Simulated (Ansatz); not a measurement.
# How fast states decay through CsLiHfO3, part 2 of 2

Aim: relax a made-up compound, CsLiHfO3, and see how good a tunnel barrier it would be. It is built by putting Cs for part of the Li in the Li2HfO3 structure of space group C2/m, with the volume rescaled by atomic radii. The parent structure comes from the Materials Project.

Ansatz 0.2.0; PBEsol DFT, plane waves, PAW files (the session's first sound run).

So far. Step 4 (Decaying states in the gap, plane (010), k-mesh …): At the listed wavevectors the last open channel is at -0.01 eV and the next at +3.59 eV on the grid. At +1.79 eV, the grid energy nearest the filling level (the middle of the gap on the SCF mesh), the slowest state at the listed wavevectors decays with κ = 0.312 Å⁻¹, its amplitude falling by e over 3.2 Å. Through 1 nm of this crystal that state's transmission falls by exp(−2 × 0.312 Å⁻¹ × 10 Å) = 0.0019.

The structure was built from a prototype and need not be the compound's stable phase.

### Step 6. Complex bands, plane (100), k-mesh 8×6×6

The same for the (100) plane, at (0, 0), (0, -0.5) and (0.5, 0), to see how the decay depends on direction.

Input file input.yaml:

```yaml
crystal:
  lattice:
    - [3.268673181, 0.0, 0.0]
    - [0.0, 4.112292948, 0.0]
    - [-0.012091746, 2.056146474, 6.913819048]
  atoms:
    - { symbol: Li, position: [0.4164113489, 0.6027701601, 0.7944596798] }
    - { symbol: Cs, position: [0.9156448376, 0.3043281324, 0.3913437352] }
    - { symbol: Hf, position: [0.9171678821, 0.01789138, 0.96421724] }
    - { symbol: O, position: [0.4176174928, 0.9213064819, 0.1573870362] }
    - { symbol: O, position: [0.9168892498, 0.535030552, 0.929938896] }
    - { symbol: O, position: [0.4162691888, 0.1186732936, 0.7626534128] }
kpoints:
  mp_grid: { grid: [8, 6, 6] }
scf:
  occupations: { method: fixed }
hamiltonian:
  xc: pbesol
output:
  eigenvalues: true
  transmission:
    leads: [[0, 0]]
    kpoints: [[0.0, 0.0], [0.0, -0.5], [0.5, 0.0]]
    e_range: [-1.0, 4.55]
    de: 0.11
```

On the command line:

```bash
$ ansatz run input.yaml --threads 2 --pin off --max-ram 4096MiB --backend cpu --events-out ev --progress --plain --runs-dir out
```

Run time: 26 s. Hardware: 2 threads of Arm Neoverse V1, shared host; peak memory 0.5 GiB.

This step gave:

```yaml
decay_constant_at_the_filling_level_zone_centre: 0.3368 Å⁻¹
decay_constant_at_the_filling_level_slowest_listed_point: 0.3368 Å⁻¹
```

K parallel (0, 0); values up to 1.5 1/Å, a degenerate pair printed once or twice; energies at which all values exceed this have no row. The Im kz of the slowest decaying states by energy, zero at the highest filled level on the SCF mesh:

```csv
energy (eV),decay 1 (Å⁻¹),decay 2 (Å⁻¹),decay 3 (Å⁻¹),decay 4 (Å⁻¹)
-1.0000,0.294,0.302,0.794,0.801
-0.7800,0.225,0.332,0.407,0.541
-0.4500,0.367,0.387,0.448,0.943
-0.2300,0.142,0.482,0.920,1.24
-0.0100,0.224,0.371,0.493,0.507
0.2100,0.267,0.471,0.525,0.650
0.5400,0.306,0.544,0.553,0.834
0.7600,0.321,0.553,0.590,0.808
0.9800,0.331,0.560,0.619,0.782
1.2000,0.337,0.563,0.644,0.754
1.5300,0.340,0.565,0.673,0.711
1.7500,0.337,0.563,0.682,0.689
1.9700,0.331,0.559,0.650,0.702
2.3000,0.315,0.549,0.601,0.719
2.5200,0.300,0.540,0.565,0.729
2.7400,0.279,0.528,0.528,0.736
2.9600,0.251,0.487,0.513,0.743
3.2900,0.182,0.416,0.483,0.751
3.5100,0.0775,0.360,0.458,0.754
3.7300,0.290,0.426,0.757,0.776
3.9500,0.186,0.380,0.759,0.763
4.2800,0.278,0.743,0.760,0.993
4.5000,0.294,0.729,0.760,0.969
```

K parallel (0, -0.5); values up to 1.5 1/Å, a degenerate pair printed once or twice; energies at which all values exceed this have no row. Table of Im kz of the slowest decaying states by energy, zero at the highest filled level on the SCF mesh:

```csv
energy (eV),decay 1 (Å⁻¹),decay 2 (Å⁻¹),decay 3 (Å⁻¹),decay 4 (Å⁻¹)
-1.00,0.225,0.751,1.13,1.41
-0.78,0.252,0.723,1.09,1.40
-0.45,0.225,0.672,1.03,1.38
-0.12,0.167,0.795,0.963,1.35
-0.01,0.815,0.941,1.34,-
0.10,0.284,0.831,0.920,1.34
0.32,0.433,0.856,0.886,1.32
0.65,0.528,0.872,0.882,1.28
0.98,0.555,0.897,0.900,1.24
1.20,0.559,0.908,0.925,1.20
1.42,0.559,0.915,0.971,1.14
1.75,0.553,0.921,1.05,-
2.08,0.541,0.924,0.932,1.13
2.30,0.530,0.887,0.925,1.16
2.52,0.514,0.856,0.925,1.17
2.85,0.482,0.818,0.923,1.17
3.18,0.438,0.788,0.919,1.17
3.40,0.398,0.770,0.915,1.17
3.62,0.347,0.754,0.910,1.16
3.95,0.219,0.730,0.902,1.15
4.28,0.176,0.706,0.893,1.14
4.50,0.183,0.689,0.886,1.13
```

K parallel (0.5, 0); values up to 1.5 1/Å, a degenerate pair printed once or twice; energies at which all values exceed this have no row. Im kz of the slowest decaying states against energy, zero at the highest filled level on the SCF mesh:

```csv
energy (eV),decay 1 (Å⁻¹),decay 2 (Å⁻¹),decay 3 (Å⁻¹),decay 4 (Å⁻¹)
-1.0000,0.292,0.359,0.477,0.869
-0.7800,0.295,0.313,0.418,0.899
-0.4500,0.353,0.377,0.452,0.500
-0.2300,0.460,0.464,0.473,0.556
-0.0100,0.491,0.515,0.525,0.593
0.2100,0.506,0.551,0.571,0.619
0.5400,0.524,0.587,0.620,0.645
0.7600,0.532,0.604,0.645,0.656
0.9800,0.539,0.617,0.663,0.663
1.2000,0.544,0.627,0.666,0.677
1.5300,0.548,0.637,0.666,0.691
1.7500,0.548,0.641,0.663,0.696
1.9700,0.547,0.643,0.658,0.698
2.3000,0.543,0.644,0.645,0.678
2.5200,0.538,0.634,0.642,0.651
2.7400,0.532,0.621,0.640,0.683
2.9600,0.524,0.589,0.605,0.635
3.2900,0.508,0.533,0.576,0.625
3.5100,0.489,0.495,0.552,0.616
3.7300,0.435,0.480,0.525,0.605
3.9500,0.365,0.462,0.493,0.592
4.2800,0.147,0.429,0.431,0.556
4.5000,0.376,0.402,0.522,0.548
```

At the listed wavevectors the last open channel is at -0.01 eV and the next at +3.62 eV on the grid. At +1.75 eV, the grid energy nearest the filling level (the middle of the gap on the SCF mesh), the slowest state at the listed wavevectors decays with κ = 0.337 Å⁻¹, its amplitude falling by e over 3.0 Å; the first such run, plane (010), gave 0.312 Å⁻¹.

### Step 7. Band edges at another level

This step: PBEsol DFT, plane waves, JTH PAW files (Ansatz 0.2.0).

The edges again with JTH files, at the same atoms.

Input file input.yaml:

```yaml
crystal:
  lattice:
    - [6.8683012984, -2.0561464741, 0.792134653]
    - [6.8683012984, 2.0561464741, 0.792134653]
    - [-0.3801784507, 0.0, 3.2464886739]
  atoms:
    - { symbol: Li, position: [0.3972298399, 0.3972298399, 0.4164113489] }
    - { symbol: Cs, position: [0.6956718676, 0.6956718676, 0.9156448376] }
    - { symbol: Hf, position: [-0.01789138, -0.01789138, -0.0828321179] }
    - { symbol: O, position: [0.0786935181, 0.0786935181, 0.4176174928] }
    - { symbol: O, position: [0.464969448, 0.464969448, -0.0831107502] }
    - { symbol: O, position: [0.8813267064, 0.8813267064, 0.4162691888] }
kpoints:
  mp_grid: { grid: [6, 6, 8] }
  band_path: { path: [VBM, CBM], npoints: 30 }
scf:
  occupations: { method: fixed }
hamiltonian:
  xc: pbesol
  pseudopotentials: { kind: paw, source: jth }
output:
  eigenvalues: true
```

The job ended after 0.02 s (2 threads; peak memory 0.031 GiB).

The input was rejected at the start.

The program's message: “Error: inconsistent input (hamiltonian.pseudopotentials.source, hamiltonian.xc, hamiltonian.pseudopotentials.xc_functional): this build's library has no table of `source: jth` for `kind: paw` and the …”

### Step 8. Outcome

| Item | Value |
| --- | --- |
| band gap | 3.55 eV |
| least decay constant at mid-gap, normal to (010) | 0.312 Å⁻¹ |
| least decay constant at mid-gap, normal to (100) | 0.337 Å⁻¹ |
| least decay constant on a mesh, normal to (010) | 0.312 Å⁻¹ |

**Reading.** With PBEsol, the slowest decay at the wavevectors tried is κ = 0.312 Å⁻¹, normal to (010). Through such a film the transmission near mid-gap falls as exp(−2κd), a factor of ten every 3.7 Å. The directions tried decay at nearly the same rate. A free electron under a barrier of half the gap would need a mass of 0.21 mₑ to decay at this rate. The compound is made up by substitution; its stability against other phases and against distortions of the cell's symmetry was not tested. A semilocal functional narrows gaps, so real decay constants are likely larger.

[Logs are printed without paths, hosts, clocks, repeated set-up lines and the standing remarks that a program may print on its own settings, such as how far it seeks lower states.]

[Hosts, paths, dates, database ids (printed as entryN), source tags and the programs' standing remarks are cut or masked in the printed files.]
